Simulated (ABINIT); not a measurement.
Planning a run of ABINIT 10.8.3 on Be3N2 (P6_3/mmc). The input:

```
acell 3*1.0 Angstrom
rprim 
  2.841679226310 0.000000000023 0.000000000000
  -1.420839613175 2.460966399380 0.000000000000
  0.000000000000 0.000000000000 9.746841010000
ntypat 2
znucl 4 7
natom 10
typat 1 1 1 1 1 1 2 2 2 2
xred 
  0.333333333333 0.666666666667 0.078485970000
  0.666666666667 0.333333333333 0.578485970000
  0.666666666667 0.333333333333 0.921514030000
  0.333333333333 0.666666666667 0.421514030000
  0.000000000000 0.000000000000 0.250000000000
  0.000000000000 0.000000000000 0.750000000000
  0.000000000000 0.000000000000 0.000000000000
  0.000000000000 0.000000000000 0.500000000000
  0.333333333333 0.666666666667 0.250000000000
  0.666666666667 0.333333333333 0.750000000000
pp_dirpath "pseudos"
pseudos "Be.upf, N.upf"
ecut 38
ngkpt 3 3 1
nshiftk 1
shiftk 0 0 0
kptopt 1
chksymbreak 0
istwfk *1
occopt 1
irdwfk 1
optdriver 3
nband 116
ecuteps 5.6
inclvkb 2
awtr 1
symchi 1
gwcalctyp 1
nfreqre 0
nfreqim 16
indata_prefix "in"
outdata_prefix "out"
tmpdata_prefix "tmp"
```

```sh
OMP_NUM_THREADS=1 mpirun -n 4 abinit run.abi > log
```

Question: How long will it take on 4 MPI ranks of Arm Neoverse V2, shared host, and how much memory?

It took 21 s; on shared hardware allow 11 s to 43 s. Peak host memory was 0.72 GiB.

[Paths, hosts, dates, memory and timing lines, banners, echoed tables and standing remarks are left out of the program output.]

[Logs are printed without paths, hosts, clocks, repeated set-up lines and the standing remarks that a program may print on its own settings, such as how far it seeks lower states.]

[Runs of the session that timed out or met a known fault of the program may be left out.]

[No measured gap is set beside runs whose start may be inverted or whose files or cutoffs have a known fault.]

[Hosts, paths, dates, database ids (printed as entryN), source tags and the programs' standing remarks are cut or masked in the printed files.]

[G0W0 gaps are taken among the corrected bands and points alone; a level outside them can change the order at an edge.]

[Where Ansatz stands beside ABINIT at settings called matched, ABINIT's density can come from a denser mesh and the files from another edition; pairs whose starting gaps differed by over 0.03 eV were left out, so agreement reads better than it is.]
